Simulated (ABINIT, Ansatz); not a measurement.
# LiBeI3 (Pm-3m): zone-centre phonons, part 2 of 4

Wanted: the vibrations of LiBeI3 (Pm-3m) at Γ, by two programs.

ABINIT 10.8.3; DFT PBEsol, scalar-relativistic, plane waves, PseudoDojo norm-conserving pseudopotentials.

So far. Step 2 (Relaxing the cell and atoms): The volume changes by +0.4 % from the cell with which this run began. The relaxed cell has a = 5.337 Å (conventional setting).

The structure was built from a prototype and need not be the compound's stable phase.

### 4. Zone-centre response

At q = 0 one unit cell holds all displacements. The response is solved for single atoms along the cell's directions, and symmetry skips those that follow from others. The crystal is treated as a metal, which screens a static field, so no field response is asked.

dfpt_gamma.abi

```

# common to the responses
getwfk_filepath "gso_WFK"
kptopt 2
nqpt 1
qpt 0.0 0.0 0.0
asr 0
chneut 0

# displacements
rfphon 1
rfatpol 1 5
rfdir 1 1 1
tolvrs 1.0d-10
prtwf 0

# basis, mesh and filling
ecut 38.0
ngkpt 4 4 4
nshiftk 1
shiftk 0.0 0.0 0.0
istwfk *1
occopt 7
tsmear 0.01
nband 21
nstep 100
diemac 1000000.0
prtebands 0
prtgsr 0
useylm 1

# cell and atoms
acell 3*1.0 Angstrom
rprim 
    5.337472658 0.0 0.0
    0.0 5.337472658 0.0
    0.0 0.0 5.337472658
ntypat 3
znucl 3 4 53
natom 5
typat 1 2 3 3 3
xred 
    0.0 0.0 0.0
    0.5 0.5 0.5
    0.5 0.5 0.0
    0.5 0.0 0.5
    0.0 0.5 0.5
pp_dirpath "./pseudo"
pseudos "Li.upf, Be.upf, I.upf"
```

Launch:

```console
$ OMP_NUM_THREADS=1 mpirun -n 4 abinit dfpt_gamma.abi > dfpt_gamma.log
```

Numbers of over 12 decimals in the logs are rounded to 6 here.

dfpt_gamma.abo, the main output file:

```text
[banners, grids, parts of the stress and lines that vanish by symmetry left out]
- input  file    -> dfpt_gamma.abi
- output file    -> dfpt_gamma.abo
- root for input  files -> dfpt_gammai
- root for output files -> dfpt_gammao

 Symmetries : space group Pm -3 m (#221); Bravais cP (primitive cubic)
================================================================================
 Values of the parameters that define the memory need of the present run (RF).
     intxc =       0      iscf =       7    lmnmax =      18     lnmax =       6
     mgfft =      60  mpssoang =       3    mqgrid =    3001     natom =       5
  nloc_mem =       1    nspden =       1   nspinor =       1    nsppol =       1
      nsym =      48    n1xccc =    2501    ntypat =       3    occopt =       7
   xclevel =       2
-    mband =          21        mffmem =           1         mkmem =           9
-   mkqmem =           9        mk1mem =           9           mpw =       11536
      nfft =      216000          nkpt =          36
- my_mband =          21
================================================================================
================================================================================

--------------------------------------------------------------------------------
------------- Echo of variables that govern the present computation ------------
--------------------------------------------------------------------------------
-
- outvars: echo of selected default values
-   iomode0 =  0 , fftalg0 =312 , wfoptalg0 =  0
-
- outvars: echo of global parameters not present in the input file
-  max_nthreads =    1
-
 -outvars: echo values of preprocessed input variables
 [... echo left out ...]
================================================================================

 chkinp: Checking input parameters for consistency.

[...]
== DATASET  1 ==================================================================
-   mpi_nproc: 4, omp_nthreads: 1 (-1 if OMP is not activated)

--- !DatasetInfo
iteration_state: {dtset: 1, }
dimensions: {natom: 5, nkpt: 36, mband: 21, nsppol: 1, nspinor: 1, nspden: 1, mpw: 11536, }
cutoff_energies: {ecut:  38.0, pawecutdg:  -1.0, }
electrons: {nelect:   2.80000000E+01, charge:   0.00000000E+00, occopt:   7.00000000E+00, tsmear:   1.00000000E-02, }
meta: {optdriver: 1, rfphon: 1, }
...

 mkfilename: getwfk from: gso_WFK

 Real(R)+Recip(G) space primitive vectors, cartesian coordinates (Bohr,Bohr^-1):
 R(1)= 10.0863615  0.0000000  0.0000000  G(1)=  0.0991438  0.0000000  0.0000000
 R(2)=  0.0000000 10.0863615  0.0000000  G(2)=  0.0000000  0.0991438  0.0000000
 R(3)=  0.0000000  0.0000000 10.0863615  G(3)=  0.0000000  0.0000000  0.0991438
 Unit cell volume ucvol=  1.0261329E+03 bohr^3
 Angles (23,13,12)=  9.00000000E+01  9.00000000E+01  9.00000000E+01 degrees
 setup1 : take into account q-point for computing boxcut.

 getcut: wavevector=  0.0000  0.0000  0.0000  ngfft=  60  60  60
         ecut(hartree)=     38.000   => boxcut(ratio)=   2.14368

--- Pseudopotential description ------------------------------------------------
- pspini: atom type   1  psp file is ./pseudo/Li.upf

- pspini: atom type   2  psp file is ./pseudo/Be.upf

- pspini: atom type   3  psp file is ./pseudo/I.upf

   1.70516697E+03                                ecore*ucvol(ha*bohr**3)
--------------------------------------------------------------------------------

 ==>  initialize data related to q vector <==

 The list of irreducible perturbations for this q vector is:
    1)    idir= 1    ipert=   1
    2)    idir= 1    ipert=   2
    3)    idir= 1    ipert=   3
    4)    idir= 3    ipert=   3

[...]
The perturbation idir=   2  ipert=   1 is
 symmetric of a previously calculated perturbation.
 So, its SCF calculation is not needed.

 The perturbation idir=   3  ipert=   1 is
 symmetric of a previously calculated perturbation.
 So, its SCF calculation is not needed.

 The perturbation idir=   2  ipert=   2 is
 symmetric of a previously calculated perturbation.
 So, its SCF calculation is not needed.

 The perturbation idir=   3  ipert=   2 is
 symmetric of a previously calculated perturbation.
 So, its SCF calculation is not needed.

[...]
The perturbation idir=   2  ipert=   5 is
 symmetric of a previously calculated perturbation.
 So, its SCF calculation is not needed.

 The perturbation idir=   3  ipert=   5 is
 symmetric of a previously calculated perturbation.
 So, its SCF calculation is not needed.

--------------------------------------------------------------------------------
 Perturbation wavevector (in red.coord.)   0.000000  0.000000  0.000000
 Perturbation : displacement of atom   1   along direction   1
 Found     8 symmetries that leave the perturbation invariant.

[...]
dfpt_looppert : total number of electrons, from k and k+q
  fully or partially occupied states are    2.800000E+01 and    2.800000E+01.
 Initialisation of the first-order wave-functions :
  ireadwf=   0

--- !BeginCycle
iteration_state: {dtset: 1, }
solver: {iscf: 7, nstep: 100, nline: 4, wfoptalg: 0, }
tolerances: {tolvrs: 1.00E-10, }
...

     iter   2DEtotal(Ha)        deltaE(Ha) residm    vres2
-ETOT  1  0.238592     -3.512E+03 4.688E+01 4.019E+03
 ETOT  2 -0.758209     -9.968E-01 2.329E-02 8.965E+01
 ETOT  3 -0.760961     -2.752E-03 1.423E-04 2.308E+01
 ETOT  4 -0.762263     -1.302E-03 9.894E-06 3.137E+00
 ETOT  5 -0.762476     -2.137E-04 5.639E-06 1.988E-02
[...]
At SCF step   11       vres2   =  1.43E-12 < tolvrs=  1.00E-10 =>converged.
[...]
Mean square residual over all n,k,spin=   73.832E-11; max=  25.250E-08

 Thirteen components of 2nd-order total energy (hartree) are
 1,2,3: 0th-order hamiltonian combined with 1st-order wavefunctions
     kin0=   3.44453748E+03 eigvalue=   1.05887843E+03  local=  -1.03456736E+03
 4,5,6: 1st-order hamiltonian combined with 1st and 0th-order wfs
 loc psp =  -2.13066053E+03  Hartree=   7.29942238E+02     xc=  -3.42102663E+02
 note that "loc psp" includes a xc core correction that could be resolved
 7,8,9: eventually, occupation + non-local contributions
    edocc=   6.16381876E+01     enl0=  -4.05450358E+02   enl1=  -4.89509138E+03
 1-9 gives the relaxation energy (to be shifted if some occ is /=2.0)
   erelax=  -3.51287595E+03
 10,11,12 Non-relaxation  contributions : frozen-wavefunctions and Ewald
 fr.local=   1.03139182E+03 fr.nonlo=   2.44957472E+03  Ewald=   3.11469368E+01
 13,14 Frozen wf xc core corrections (1) and (2)
 frxc 1  =   0.00000000E+00  frxc 2 =   0.00000000E+00
 Resulting in :
 2DEtotal=   -0.7624779815E+00 Ha. Also 2DEtotal=   -0.207480828575E+02 eV
    (2DErelax=   -3.5128759533E+03 Ha. 2DEnonrelax=    3.5121134754E+03 Ha)
    (  non-var. 2DEtotal :   -7.6247805674E-01 Ha)

[...]
Perturbation wavevector (in red.coord.)   0.000000  0.000000  0.000000
 Perturbation : displacement of atom   2   along direction   1
 Found     8 symmetries that leave the perturbation invariant.

[...]
dfpt_looppert : total number of electrons, from k and k+q
  fully or partially occupied states are    2.800000E+01 and    2.800000E+01.
 Initialisation of the first-order wave-functions :
  ireadwf=   0

--- !BeginCycle
iteration_state: {dtset: 1, }
solver: {iscf: 7, nstep: 100, nline: 4, wfoptalg: 0, }
tolerances: {tolvrs: 1.00E-10, }
...

     iter   2DEtotal(Ha)        deltaE(Ha) residm    vres2
-ETOT  1   1.433824     -8.162E+03 1.785E+02 4.367E+03
[...]
At SCF step   11       vres2   =  3.01E-11 < tolvrs=  1.00E-10 =>converged.
[...]
Mean square residual over all n,k,spin=   51.694E-12; max=  17.679E-09

 Thirteen components of 2nd-order total energy (hartree) are
 1,2,3: 0th-order hamiltonian combined with 1st-order wavefunctions
     kin0=   7.28849283E+03 eigvalue=   3.47685026E+03  local=  -2.17437275E+03
 4,5,6: 1st-order hamiltonian combined with 1st and 0th-order wfs
 loc psp =  -2.92577945E+03  Hartree=   1.37426782E+03     xc=  -6.05282757E+02
 note that "loc psp" includes a xc core correction that could be resolved
 7,8,9: eventually, occupation + non-local contributions
    edocc=   2.21319927E+02     enl0=  -1.41564629E+03   enl1=  -1.34054786E+04
 1-9 gives the relaxation energy (to be shifted if some occ is /=2.0)
   erelax=  -8.16562904E+03
 10,11,12 Non-relaxation  contributions : frozen-wavefunctions and Ewald
 fr.local=   1.40720008E+03 fr.nonlo=   6.71639070E+03  Ewald=   3.98680791E+01
 13,14 Frozen wf xc core corrections (1) and (2)
 frxc 1  =   0.00000000E+00  frxc 2 =   0.00000000E+00
 Resulting in :
 2DEtotal=   -0.2170176570E+01 Ha. Also 2DEtotal=   -0.590535128689E+02 eV
    (2DErelax=   -8.1656290392E+03 Ha. 2DEnonrelax=    8.1634588626E+03 Ha)
    (  non-var. 2DEtotal :   -2.1701762133E+00 Ha)

[...]
Perturbation wavevector (in red.coord.)   0.000000  0.000000  0.000000
 Perturbation : displacement of atom   3   along direction   1
 Found     4 symmetries that leave the perturbation invariant.

[...]
dfpt_looppert : total number of electrons, from k and k+q
  fully or partially occupied states are    2.800000E+01 and    2.800000E+01.
 Initialisation of the first-order wave-functions :
  ireadwf=   0

--- !BeginCycle
iteration_state: {dtset: 1, }
solver: {iscf: 7, nstep: 100, nline: 4, wfoptalg: 0, }
tolerances: {tolvrs: 1.00E-10, }
...

     iter   2DEtotal(Ha)        deltaE(Ha) residm    vres2
-ETOT  1  0.457241     -4.738E+02 4.859E+00 1.484E+03
[...]
At SCF step   11       vres2   =  5.67E-12 < tolvrs=  1.00E-10 =>converged.
[...]
Mean square residual over all n,k,spin=   22.146E-11; max=  11.358E-08

 Thirteen components of 2nd-order total energy (hartree) are
 1,2,3: 0th-order hamiltonian combined with 1st-order wavefunctions
     kin0=   3.44296642E+02 eigvalue=   1.11291225E+01  local=  -2.51501476E+02
 4,5,6: 1st-order hamiltonian combined with 1st and 0th-order wfs
 loc psp =  -3.61749154E+02  Hartree=   1.49265343E+02     xc=  -4.38670793E+01
 note that "loc psp" includes a xc core correction that could be resolved
 7,8,9: eventually, occupation + non-local contributions
    edocc=   2.10126648E+01     enl0=   2.43757637E+02   enl1=  -5.86436553E+02
 1-9 gives the relaxation energy (to be shifted if some occ is /=2.0)
   erelax=  -4.74092854E+02
 10,11,12 Non-relaxation  contributions : frozen-wavefunctions and Ewald
 fr.local=   1.69946339E+02 fr.nonlo=   2.98117520E+02  Ewald=   7.26281224E+00
 13,14 Frozen wf xc core corrections (1) and (2)
 frxc 1  =  -3.92928816E+01  frxc 2 =   3.82265864E+01
 Resulting in :
 2DEtotal=    0.1675222975E+00 Ha. Also 2DEtotal=    0.455851394304E+01 eV
    (2DErelax=   -4.7409285371E+02 Ha. 2DEnonrelax=    4.7426037601E+02 Ha)
    (  non-var. 2DEtotal :    1.6752239890E-01 Ha)

[...]
Perturbation wavevector (in red.coord.)   0.000000  0.000000  0.000000
 Perturbation : displacement of atom   3   along direction   3
 Found     8 symmetries that leave the perturbation invariant.

--------------------------------------------------------------------------------

--------------------------------------------------------------------------------

 dfpt_looppert : total number of electrons, from k and k+q
  fully or partially occupied states are    2.800000E+01 and    2.800000E+01.
 Initialisation of the first-order wave-functions :
  ireadwf=   0

--- !BeginCycle
iteration_state: {dtset: 1, }
solver: {iscf: 7, nstep: 100, nline: 4, wfoptalg: 0, }
tolerances: {tolvrs: 1.00E-10, }
...

     iter   2DEtotal(Ha)        deltaE(Ha) residm    vres2
-ETOT  1   3.635925     -4.673E+02 4.890E+00 8.934E+03
[...]
ETOT 10   2.048043     -1.444E-11 5.167E-09 6.257E-10
 ETOT 11   2.048043      1.722E-11 9.316E-09 1.110E-11

 At SCF step   11       vres2   =  1.11E-11 < tolvrs=  1.00E-10 =>converged.
[...]
Mean square residual over all n,k,spin=   28.365E-12; max=  93.161E-10

 Thirteen components of 2nd-order total energy (hartree) are
 1,2,3: 0th-order hamiltonian combined with 1st-order wavefunctions
     kin0=   3.24168030E+02 eigvalue=   1.32763550E+01  local=  -2.22266028E+02
 4,5,6: 1st-order hamiltonian combined with 1st and 0th-order wfs
 loc psp =  -3.78289674E+02  Hartree=   1.58479186E+02     xc=  -4.25789219E+01
 note that "loc psp" includes a xc core correction that could be resolved
 7,8,9: eventually, occupation + non-local contributions
    edocc=   3.08636502E+01     enl0=   2.06942656E+02   enl1=  -5.59480179E+02
 1-9 gives the relaxation energy (to be shifted if some occ is /=2.0)
   erelax=  -4.68884927E+02
 10,11,12 Non-relaxation  contributions : frozen-wavefunctions and Ewald
 fr.local=   2.60025523E+01 fr.nonlo=   2.77176140E+02  Ewald=   1.68618364E+02
 13,14 Frozen wf xc core corrections (1) and (2)
 frxc 1  =  -3.94785943E+01  frxc 2 =   3.86145073E+01
 Resulting in :
 2DEtotal=    0.2048042899E+01 Ha. Also 2DEtotal=    0.557300863622E+02 eV
    (2DErelax=   -4.6888492691E+02 Ha. 2DEnonrelax=    4.7093296981E+02 Ha)
    (  non-var. 2DEtotal :    2.0480430107E+00 Ha)

[...]
---- first-order wavefunction calculations are completed ----

 ==> Compute Derivative Database <==

 [... matrices left out ...]
  Phonon wavevector (reduced coordinates) :  0.00000  0.00000  0.00000
 Phonon energies in Hartree :
  -1.157518E-03 -1.157518E-03 -1.157518E-03 -7.805351E-04 -7.805351E-04
  -7.805351E-04 -1.190523E-04 -1.190523E-04 -1.190523E-04 -1.872652E-05
  -1.872652E-05 -1.872652E-05  4.171788E-04  4.171788E-04  4.171788E-04
 Phonon frequencies in cm-1    :
- -2.540459E+02 -2.540459E+02 -2.540459E+02 -1.713077E+02 -1.713077E+02
- -1.713077E+02 -2.612897E+01 -2.612897E+01 -2.612897E+01 -4.109996E+00
- -4.109996E+00 -4.109996E+00  9.156017E+01  9.156017E+01  9.156017E+01

== END DATASET(S) ==============================================================
================================================================================

 -outvars: echo values of variables after computation
            acell      1.8897261259E+00  1.8897261259E+00  1.8897261259E+00 Bohr
           etotal      2.0480428986E+00
            fcart      0.0000000000E+00  0.0000000000E+00  0.0000000000E+00
           strten      0.0000000000E+00  0.0000000000E+00  0.0000000000E+00
================================================================================
```

Run time: 5.2 min. Hardware: 4 MPI ranks of Intel Xeon at 2.70GHz, shared host.

This step gave:

```yaml
largest_acoustic_frequency_at_the_zone_centre_before_the_sum_rule: -4.11 cm⁻¹
highest_optical_zone_centre_mode_no_lo_to_term: 91.56 cm⁻¹
lowest_optical_zone_centre_mode: -254.1 cm⁻¹
```

The acoustic modes at Γ come out as far as 4.1 cm⁻¹ from zero, where they should vanish, a small numerical error. The lowest optical mode is imaginary, 254i cm⁻¹, an instability at this level and on this k mesh.

(Continued in part 3 of 4.)

[Host names and launcher messages were left out of these logs when they were recorded.]

[Logs are printed without paths, hosts, clocks, repeated set-up lines and the standing remarks that a program may print on its own settings, such as how far it seeks lower states.]

[Hosts, paths, dates, database ids (printed as entryN), source tags and the programs' standing remarks are cut or masked in the printed files.]
